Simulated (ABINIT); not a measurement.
# Beyond one shot: MoS2 (P6_3/mmc), part 2 of 2

How far does self-consistency move the gap of MoS2 (P6_3/mmc)?

ABINIT 10.8.3; PBE and many-body steps on it, plane waves. Known limits of the many-body steps: not at the basis limit; no spin-orbit coupling; coarse k mesh.

So far. Step 5 (evGW0, cycle 1): Against G0W0 in ABINIT (6×6×1 mesh, 156 bands, screening to 130.6 eV, Godby-Needs plasmon pole), the gap moves by +0.080 eV. This first cycle still uses the starting levels; it takes the full correction, at all points of the mesh, and its linearised value is 1.189 eV. Step 6 (evGW0, cycle 2): Against the cycle before, the gap moves by −0.053 eV.

The database entry behind the starting cell differs from later determinations by our own check (about 0.3 % long), so it need not match the best structure at ambient conditions.

## 7. evGW0, cycle 3

Level of this step: evGW0 on PBE, plane waves, norm-conserving pseudopotentials (ABINIT).

Input file run.abi:

```
acell 3*1.0 Angstrom
rprim 
  3.169000000004 -0.000000000001 0.000000000000
  -1.584500000001 2.744434504597 0.000000000000
  0.000000000000 0.000000000000 12.324000000000
ntypat 2
znucl 42 16
natom 6
typat 1 1 2 2 2 2
xred 
  0.333333333333 0.666666666667 0.250000000000
  0.666666666667 0.333333333333 0.750000000000
  0.333333333333 0.666666666667 0.623000000000
  0.666666666667 0.333333333333 0.123000000000
  0.333333333333 0.666666666667 0.877000000000
  0.666666666667 0.333333333333 0.377000000000
pp_dirpath "pseudos"
pseudos "Mo.upf, S.upf"
ecut 36
ngkpt 6 6 1
nshiftk 1
shiftk 0 0 0
kptopt 1
chksymbreak 0
istwfk *1
occopt 1
irdwfk 1
optdriver 4
nband 156
gwcalctyp 10
ecutsigx 36
symsigma 1
nkptgw 7
kptgw 
  0.0000000000 0.0000000000 0.0000000000
  0.1666666667 0.0000000000 0.0000000000
  0.3333333333 0.0000000000 0.0000000000
  0.5000000000 0.0000000000 0.0000000000
  0.1666666667 0.1666666667 0.0000000000
  0.3333333333 0.1666666667 0.0000000000
  0.3333333333 0.3333333333 0.0000000000
bdgw 
  13 34
  13 34
  13 34
  13 34
  13 34
  13 34
  13 34
ecuteps 4.8
irdscr 1
ppmodel 1
irdqps 1
indata_prefix "in"
outdata_prefix "out"
tmpdata_prefix "tmp"
```

Run with:

```sh
$ OMP_NUM_THREADS=1 mpirun -n 4 abinit run.abi > log
```

Numbers of over 12 decimals in the logs are rounded to 6 here.

The log of the run:

```text
.Version 10.8.3 of ABINIT. v10.8.2 released Aug 2026.

 Symmetries : space group P6_3/m m c (#194); Bravais hP (primitive hexag.)
[... echo of the input left out ...]
== DATASET  1 ==================================================================
-   mpi_nproc: 4, omp_nthreads: 1 (-1 if OMP is not activated)

--- !DatasetInfo
iteration_state: {dtset: 1, }
dimensions: {natom: 6, nkpt: 7, mband: 156, nsppol: 1, nspinor: 1, nspden: 1, mpw: 7481, }
cutoff_energies: {ecut:  36.0, pawecutdg:  -1.0, }
[...]
.  kptgw no:  5; Maximum DeltaE = (  -0.005  -0.000) for band index: 22
.  kptgw no:  6; Maximum DeltaE = (  -0.009  -0.000) for band index:  1
.  kptgw no:  7; Maximum DeltaE = (  -0.011   0.000) for band index: 21

== END DATASET(S) ==============================================================
================================================================================

 -outvars: echo values of variables after computation  --------
           etotal      0.0000000000E+00
            nband         156
             nkpt           7
          spgroup         194
 [... the other variables as echoed above ...]

 Calculation completed.
```

Run time: 9.1 min. Hardware: 4 MPI ranks of Arm Neoverse V2, shared host; peak memory 2.5 GiB; 36 min of CPU time.

Numbers from this step:

```yaml
quasiparticle_gap_on_the_mesh: 1.224 eV
gap_of_the_density_functional_on_the_mesh: 0.8887 eV
k_of_the_valence_top: 0, 0, 0
k_of_the_conduction_bottom: 0.1667, 0.1667, 0
least_direct_quasiparticle_gap_on_the_computed_points: 2.218 eV
```

Against the cycle before, the gap moves by +0.008 eV.

## 8. Screening, 6×6×1 mesh, 156 bands, screening to 130.6 eV

This step: RPA screening on PBE, plane waves, norm-conserving pseudopotentials.

run.abi, as its differences from that of step 7:

```diff
@@ -27,28 +27,13 @@
 irdwfk 1
-optdriver 4
+optdriver 3
 nband 156
+ecuteps 4.8
+inclvkb 2
+awtr 1
+symchi 1
 gwcalctyp 10
-ecutsigx 36
-symsigma 1
-nkptgw 7
-kptgw 
-  0.0000000000 0.0000000000 0.0000000000
-  0.1666666667 0.0000000000 0.0000000000
-  0.3333333333 0.0000000000 0.0000000000
-  0.5000000000 0.0000000000 0.0000000000
-  0.1666666667 0.1666666667 0.0000000000
-  0.3333333333 0.1666666667 0.0000000000
-  0.3333333333 0.3333333333 0.0000000000
-bdgw 
-  13 34
-  13 34
-  13 34
-  13 34
-  13 34
-  13 34
-  13 34
-ecuteps 4.8
-irdscr 1
-ppmodel 1
-irdqps 1
+mbpt_sciss 0.548 eV
+nqptdm 1
+qptdm 
+  0 0 0
 indata_prefix "in"
```

The log of the run:

```text
.Version 10.8.3 of ABINIT. v10.8.2 released Aug 2026.

 Symmetries : space group P6_3/m m c (#194); Bravais hP (primitive hexag.)
[... echo of the input left out ...]
== DATASET  1 ==================================================================
-   mpi_nproc: 4, omp_nthreads: 1 (-1 if OMP is not activated)

--- !DatasetInfo
iteration_state: {dtset: 1, }
dimensions: {natom: 6, nkpt: 7, mband: 156, nsppol: 1, nspinor: 1, nspden: 1, mpw: 7481, }
cutoff_energies: {ecut:  36.0, pawecutdg:  -1.0, }
electrons: {nelect:   5.20000000E+01, charge:   0.00000000E+00, occopt:   1.00000000E+00, tsmear:   1.00000000E-02, }

 SCREENING: Calculation of the susceptibility and dielectric matrices

 Based on a program developped by R.W. Godby, V. Olevano, G. Onida, and L. Reining.
 Incorporated in ABINIT by V. Olevano, G.-M. Rignanese, and M. Torrent.
.Using double precision arithmetic ; gwpc =  8

[... cell and pseudopotentials left out ...]
--------------------------------------------------------------------------------

 ==== K-mesh for the wavefunctions ====
 Number of points in the irreducible wedge :     7
[... list of points left out ...]
 Together with 24 symmetry operations and time-reversal symmetry
 yields    36 points in the full Brillouin Zone.

 ==== Q-mesh for the screening function ====
 Number of points in the irreducible wedge :     7
[... list of points left out ...]
 Together with 24 symmetry operations and time-reversal symmetry
 yields    36 points in the full Brillouin Zone.

 setmesh: FFT mesh size selected  =    20x   20x   90
          total number of points  =        36000

 vcoul_init : cutoff-mode = AUXILIARY_FUNCTION
 q-points for optical limit:   1
     1)      0.000010    0.000020    0.000030

 Dielectric matrix will be calculated only for some
 selected q points provided by the user through the input variables
 nqptdm and qptdm

- screening: taking advantage of time-reversal symmetry
- Maximum band index for partially occupied states nbvw = 26
- Remaining bands to be divided among processors   nbcw = 130
- Number of bands treated by each node ~32

 rdqps: reading QP wavefunctions of the previous step
        looking for file in_QPS
 file not found, 1st iteration initialized with KS eigenelements

 screening : performing a first self-consistency
 update of the energies in W by a scissor operator
 applying a scissor operator of [eV] :   0.548

 Number of electrons calculated from density =   52.0000; Expected =   52.0000
 average of density, n =  0.071892
 r_s =    1.4919
 omega_plasma =   25.8640 [eV]

 calculating chi0 at frequencies [eV] :
  1    0.000000E+00    0.000000E+00
  2    0.000000E+00    2.586399E+01

--------------------------------------------------------------------------------
  q-point number  1        q = ( 0.000000, 0.000000, 0.000000) [r.l.u.]
--------------------------------------------------------------------------------
[... chi0 elements left out ...]
 For q-point:  0.000010 0.000020 0.000030
  dielectric constant =  12.7598
  dielectric constant without local fields =  14.1667

  Average fulfillment of the sum rule on Im[epsilon] for q-point    1 :     80.13  [%]
[... wings left out ...]
== END DATASET(S) ==============================================================
================================================================================

 -outvars: echo values of variables after computation  --------
           etotal      0.0000000000E+00
            nband         156
             nkpt           7
          spgroup         194
 [... the other variables as echoed above ...]

 Calculation completed.
```

Run time: 44 s. Hardware: 4 MPI ranks; peak memory 1.6 GiB.

This step gave:

- ε∞ with local fields, on this mesh, along the program's q direction: 12.76
- the same without local fields: 14.17
- plasma frequency: 25.86 eV
- plane waves in the screening matrix: 341

This screening uses the functional's bands under a rigid shift, the mean opening of the cycle before.

## 9. Screening, 6×6×1 mesh, 156 bands, screening to 130.6 eV

This step: RPA screening on PBE from quasiparticle energies, plane waves, norm-conserving pseudopotentials.

run.abi, as its differences from that of step 8:

```diff
@@ -33,7 +33,12 @@
 symchi 1
+irdqps 1
 gwcalctyp 10
-mbpt_sciss 0.548 eV
-nqptdm 1
+nqptdm 6
 qptdm 
-  0 0 0
+  0.1666666667 0.0000000000 0.0000000000
+  0.3333333333 0.0000000000 0.0000000000
+  0.5000000000 0.0000000000 0.0000000000
+  0.1666666667 0.1666666667 0.0000000000
+  0.3333333333 0.1666666667 0.0000000000
+  0.3333333333 0.3333333333 0.0000000000
 indata_prefix "in"
```

Input file mrgscr.stdin:

```
2
merged
q0_SCR
out_SCR
1
```

Run with:

```sh
$ OMP_NUM_THREADS=1 mpirun -n 4 abinit run.abi > log; mrgscr < mrgscr.stdin
```

The log of the run:

```text
.Version 10.8.3 of ABINIT. v10.8.2 released Aug 2026.

 Symmetries : space group P6_3/m m c (#194); Bravais hP (primitive hexag.)
[... echo of the input left out ...]
== DATASET  1 ==================================================================
-   mpi_nproc: 4, omp_nthreads: 1 (-1 if OMP is not activated)

--- !DatasetInfo
iteration_state: {dtset: 1, }
dimensions: {natom: 6, nkpt: 7, mband: 156, nsppol: 1, nspinor: 1, nspden: 1, mpw: 7481, }
cutoff_energies: {ecut:  36.0, pawecutdg:  -1.0, }
[...]
q-point number  1        q = ( 0.166667, 0.000000, 0.000000) [r.l.u.]
--------------------------------------------------------------------------------
[... chi0 elements left out ...]
  Average fulfillment of the sum rule on Im[epsilon] for q-point    2 :     83.26  [%]

--------------------------------------------------------------------------------
  q-point number  2        q = ( 0.333333, 0.000000, 0.000000) [r.l.u.]
--------------------------------------------------------------------------------
[... chi0 elements left out ...]
  Average fulfillment of the sum rule on Im[epsilon] for q-point    3 :     75.53  [%]

 [... 4 further q-points ...]
```

It took 81 s on 4 MPI ranks; peak memory 1.4 GiB; 5.4 min of CPU time.

Numbers from this step:

```
plasma frequency                    : 25.86 eV
plane waves in the screening matrix : 341
```

This screening reads the quasiparticle levels of the cycle before.

## 10. evGW, cycle 1

This step: evGW on PBE, plane waves, norm-conserving pseudopotentials.

run.abi, as its differences from that of step 9:

```diff
@@ -27,12 +27,10 @@
 irdwfk 1
-optdriver 3
+optdriver 4
 nband 156
-ecuteps 4.8
-inclvkb 2
-awtr 1
-symchi 1
-irdqps 1
 gwcalctyp 10
-nqptdm 6
-qptdm 
+ecutsigx 36
+symsigma 1
+nkptgw 7
+kptgw 
+  0.0000000000 0.0000000000 0.0000000000
   0.1666666667 0.0000000000 0.0000000000
@@ -43,2 +41,14 @@
   0.3333333333 0.3333333333 0.0000000000
+bdgw 
+  13 34
+  13 34
+  13 34
+  13 34
+  13 34
+  13 34
+  13 34
+ecuteps 4.8
+irdscr 1
+ppmodel 1
+irdqps 1
 indata_prefix "in"
```

Run with:

```sh
$ OMP_NUM_THREADS=1 mpirun -n 4 abinit run.abi > log
```

The log of the run:

```text
.Version 10.8.3 of ABINIT. v10.8.2 released Aug 2026.

 Symmetries : space group P6_3/m m c (#194); Bravais hP (primitive hexag.)
[... echo of the input left out ...]
== DATASET  1 ==================================================================
-   mpi_nproc: 4, omp_nthreads: 1 (-1 if OMP is not activated)

--- !DatasetInfo
iteration_state: {dtset: 1, }
dimensions: {natom: 6, nkpt: 7, mband: 156, nsppol: 1, nspinor: 1, nspden: 1, mpw: 7481, }
cutoff_energies: {ecut:  36.0, pawecutdg:  -1.0, }
[...]
.  kptgw no:  5; Maximum DeltaE = (  -0.028   0.002) for band index:  3
.  kptgw no:  6; Maximum DeltaE = (  -0.047  -0.000) for band index:  1
.  kptgw no:  7; Maximum DeltaE = (  -0.025  -0.000) for band index:  3

== END DATASET(S) ==============================================================
================================================================================

 -outvars: echo values of variables after computation  --------
           etotal      0.0000000000E+00
            nband         156
             nkpt           7
          spgroup         194
 [... the other variables as echoed above ...]

 Calculation completed.
```

It took 9 min on 4 MPI ranks; peak memory 2.5 GiB; 36 min of CPU time.

This step gave:

| Property | Result |
| --- | --- |
| quasiparticle gap on the mesh | 1.286 eV |
| gap of the density functional on the mesh | 0.8887 eV |
| k of the valence top | 0, 0, 0 |
| k of the conduction bottom | 0.1667, 0.1667, 0 |
| least direct quasiparticle gap on the computed points | 2.273 eV |

Against G0W0 in ABINIT (6×6×1 mesh, 156 bands, screening to 130.6 eV, Godby-Needs plasmon pole), the gap moves by +0.097 eV.

## 11. Screening, 6×6×1 mesh, 156 bands, screening to 130.6 eV

This step: RPA screening on PBE, plane waves, norm-conserving pseudopotentials.

run.abi, as its differences from that of step 10:

```diff
@@ -27,28 +27,13 @@
 irdwfk 1
-optdriver 4
+optdriver 3
 nband 156
+ecuteps 4.8
+inclvkb 2
+awtr 1
+symchi 1
 gwcalctyp 10
-ecutsigx 36
-symsigma 1
-nkptgw 7
-kptgw 
-  0.0000000000 0.0000000000 0.0000000000
-  0.1666666667 0.0000000000 0.0000000000
-  0.3333333333 0.0000000000 0.0000000000
-  0.5000000000 0.0000000000 0.0000000000
-  0.1666666667 0.1666666667 0.0000000000
-  0.3333333333 0.1666666667 0.0000000000
-  0.3333333333 0.3333333333 0.0000000000
-bdgw 
-  13 34
-  13 34
-  13 34
-  13 34
-  13 34
-  13 34
-  13 34
-ecuteps 4.8
-irdscr 1
-ppmodel 1
-irdqps 1
+mbpt_sciss 0.621 eV
+nqptdm 1
+qptdm 
+  0 0 0
 indata_prefix "in"
```

The log of the run:

```text
.Version 10.8.3 of ABINIT. v10.8.2 released Aug 2026.

 Symmetries : space group P6_3/m m c (#194); Bravais hP (primitive hexag.)
[... echo of the input left out ...]
== DATASET  1 ==================================================================
-   mpi_nproc: 4, omp_nthreads: 1 (-1 if OMP is not activated)

--- !DatasetInfo
iteration_state: {dtset: 1, }
dimensions: {natom: 6, nkpt: 7, mband: 156, nsppol: 1, nspinor: 1, nspden: 1, mpw: 7481, }
cutoff_energies: {ecut:  36.0, pawecutdg:  -1.0, }
[...]
[... chi0 elements left out ...]
 For q-point:  0.000010 0.000020 0.000030
  dielectric constant =  12.5649
  dielectric constant without local fields =  13.9344

  Average fulfillment of the sum rule on Im[epsilon] for q-point    1 :     80.53  [%]
[... wings left out ...]
== END DATASET(S) ==============================================================
================================================================================

 -outvars: echo values of variables after computation  --------
           etotal      0.0000000000E+00
            nband         156
             nkpt           7
          spgroup         194
 [... the other variables as echoed above ...]

 Calculation completed.
```

Elapsed: 41 s, on 4 MPI ranks; peak memory 1.6 GiB.

Numbers from this step:

```yaml
eps_infinity_with_local_fields_on_this_mesh_along_the_program_s_q_direction: 12.56
the_same_without_local_fields: 13.93
plasma_frequency: 25.86 eV
plane_waves_in_the_screening_matrix: 341
```

This screening uses the functional's bands under a rigid shift, the mean opening of the cycle before.

## 12. Screening, 6×6×1 mesh, 156 bands, screening to 130.6 eV

This step: RPA screening on PBE from quasiparticle energies, plane waves, norm-conserving pseudopotentials.

run.abi, as its differences from that of step 11:

```diff
@@ -33,7 +33,12 @@
 symchi 1
+irdqps 1
 gwcalctyp 10
-mbpt_sciss 0.621 eV
-nqptdm 1
+nqptdm 6
 qptdm 
-  0 0 0
+  0.1666666667 0.0000000000 0.0000000000
+  0.3333333333 0.0000000000 0.0000000000
+  0.5000000000 0.0000000000 0.0000000000
+  0.1666666667 0.1666666667 0.0000000000
+  0.3333333333 0.1666666667 0.0000000000
+  0.3333333333 0.3333333333 0.0000000000
 indata_prefix "in"
```

mrgscr.stdin is that of step 9.

Run with:

```sh
$ OMP_NUM_THREADS=1 mpirun -n 4 abinit run.abi > log; mrgscr < mrgscr.stdin
```

The log of the run:

```text
.Version 10.8.3 of ABINIT. v10.8.2 released Aug 2026.

 Symmetries : space group P6_3/m m c (#194); Bravais hP (primitive hexag.)
[... echo of the input left out ...]
== DATASET  1 ==================================================================
-   mpi_nproc: 4, omp_nthreads: 1 (-1 if OMP is not activated)

--- !DatasetInfo
iteration_state: {dtset: 1, }
dimensions: {natom: 6, nkpt: 7, mband: 156, nsppol: 1, nspinor: 1, nspden: 1, mpw: 7481, }
cutoff_energies: {ecut:  36.0, pawecutdg:  -1.0, }
[...]
q-point number  1        q = ( 0.166667, 0.000000, 0.000000) [r.l.u.]
--------------------------------------------------------------------------------
[... chi0 elements left out ...]
  Average fulfillment of the sum rule on Im[epsilon] for q-point    2 :     83.83  [%]

--------------------------------------------------------------------------------
  q-point number  2        q = ( 0.333333, 0.000000, 0.000000) [r.l.u.]
--------------------------------------------------------------------------------
[... chi0 elements left out ...]
  Average fulfillment of the sum rule on Im[epsilon] for q-point    3 :     75.85  [%]

 [... 4 further q-points ...]
```

Run time: 76 s. Hardware: 4 MPI ranks; peak memory 1.4 GiB; 5 min of CPU time.

Numbers from this step:

```yaml
plasma_frequency: 25.86 eV
plane_waves_in_the_screening_matrix: 341
```

This screening reads the quasiparticle levels of the cycle before.

## 13. evGW, cycle 2

This step: evGW on PBE, plane waves, norm-conserving pseudopotentials.

run.abi, as its differences from that of step 12:

```diff
@@ -27,12 +27,10 @@
 irdwfk 1
-optdriver 3
+optdriver 4
 nband 156
-ecuteps 4.8
-inclvkb 2
-awtr 1
-symchi 1
-irdqps 1
 gwcalctyp 10
-nqptdm 6
-qptdm 
+ecutsigx 36
+symsigma 1
+nkptgw 7
+kptgw 
+  0.0000000000 0.0000000000 0.0000000000
   0.1666666667 0.0000000000 0.0000000000
@@ -43,2 +41,14 @@
   0.3333333333 0.3333333333 0.0000000000
+bdgw 
+  13 34
+  13 34
+  13 34
+  13 34
+  13 34
+  13 34
+  13 34
+ecuteps 4.8
+irdscr 1
+ppmodel 1
+irdqps 1
 indata_prefix "in"
```

Run with:

```sh
$ OMP_NUM_THREADS=1 mpirun -n 4 abinit run.abi > log
```

The log of the run:

```text
.Version 10.8.3 of ABINIT. v10.8.2 released Aug 2026.

 Symmetries : space group P6_3/m m c (#194); Bravais hP (primitive hexag.)
[... echo of the input left out ...]
== DATASET  1 ==================================================================
-   mpi_nproc: 4, omp_nthreads: 1 (-1 if OMP is not activated)

--- !DatasetInfo
iteration_state: {dtset: 1, }
dimensions: {natom: 6, nkpt: 7, mband: 156, nsppol: 1, nspinor: 1, nspden: 1, mpw: 7481, }
cutoff_energies: {ecut:  36.0, pawecutdg:  -1.0, }
[...]
.  kptgw no:  5; Maximum DeltaE = (   0.004  -0.000) for band index: 21
.  kptgw no:  6; Maximum DeltaE = (  -0.002   0.001) for band index:  2
.  kptgw no:  7; Maximum DeltaE = (  -0.001   0.000) for band index: 10

== END DATASET(S) ==============================================================
================================================================================

 -outvars: echo values of variables after computation  --------
           etotal      0.0000000000E+00
            nband         156
             nkpt           7
          spgroup         194
 [... the other variables as echoed above ...]

 Calculation completed.
```

It took 9 min on 4 MPI ranks; peak memory 2.5 GiB.

Numbers from this step:

```
quasiparticle gap on the mesh                         : 1.285 eV
gap of the density functional on the mesh             : 0.8887 eV
k of the valence top                                  : 0, 0, 0
k of the conduction bottom                            : 0.1667, 0.1667, 0
least direct quasiparticle gap on the computed points : 2.271 eV
```

Against the cycle before, the gap moves by −0.001 eV.

## 14. Side by side

Times are wall times on 4 MPI ranks of Arm Neoverse V2, shared host, good to a factor of about two. A run's time includes the screening step that it read.

```csv
run,mesh,bands,screening cutoff (eV),DFT gap (eV),gap on the mesh (eV),direct (eV),ε∞ used,time
G0W0,6×6×1,156,130.6,0.889,1.189,2.164,14.52,2.5 min
"evGW0, cycle 1",6×6×1,156,130.6,0.889,1.269,2.313,14.52,11 min
"evGW0, cycle 2",6×6×1,156,130.6,0.889,1.216,2.196,14.52,11 min
"evGW0, cycle 3",6×6×1,156,130.6,0.889,1.224,2.218,14.52,11 min
"evGW, cycle 1",6×6×1,156,130.6,0.889,1.286,2.273,12.76,11 min
"evGW, cycle 2",6×6×1,156,130.6,0.889,1.285,2.271,12.56,11 min
```

## 15. Summary of results

```json
{"G0W0": "1.189 eV", "evGW0, cycle 1": "1.269 eV", "evGW0, cycle 2": "1.216 eV", "evGW0, cycle 3": "1.224 eV", "evGW, cycle 1": "1.286 eV", "evGW, cycle 2": "1.285 eV", "known limits": "not at the basis limit; no spin-orbit coupling; coarse k mesh"}
```

What this shows: Only the bands that the input lists are updated; the others, empty or deep, keep the functional's energies or take a rigid shift. The evGW loop starts from the last levels of evGW0, so its cycles and time come on top of those. evGW0 ends at 1.22 eV, +0.04 eV from G0W0, after 3 cycles that took 27 min beside the first screening; the last moved the gap by 0.008 eV. evGW ends at 1.29 eV, +0.10 eV from G0W0, after 2 cycles that took 22 min beside the first screening; the last moved the gap by 0.001 eV. The first cycle of evGW0 takes the full correction, without the factor Z, so it overshoots the one-shot value. Bands and cutoff are finite, so the gap is not at the basis limit. The miss can reach some tenths of an eV and take either sign; the mesh is an error of its own. The 6×6×1 mesh is coarse for this cell, which bears on the long-range parts of exchange and screening. In the updated screening the q = 0 part is built from Kohn-Sham bands under a rigid shift, the other q from the quasiparticle levels. The many-body steps are scalar-relativistic: spin-orbit coupling is not in them.

[Paths, hosts, dates, memory and timing lines, banners, echoed tables and standing remarks are left out of the program output.]

[Logs are printed without paths, hosts, clocks, repeated set-up lines and the standing remarks that a program may print on its own settings, such as how far it seeks lower states.]

[Runs of the session that timed out or met a known fault of the program may be left out.]

[Hosts, paths, dates, database ids (printed as entryN), source tags and the programs' standing remarks are cut or masked in the printed files.]

[G0W0 gaps are taken among the corrected bands and points alone; a level outside them can change the order at an edge.]

[Where Ansatz stands beside ABINIT at settings called matched, ABINIT's density can come from a denser mesh and the files from another edition; pairs whose starting gaps differed by over 0.03 eV were left out, so agreement reads better than it is.]
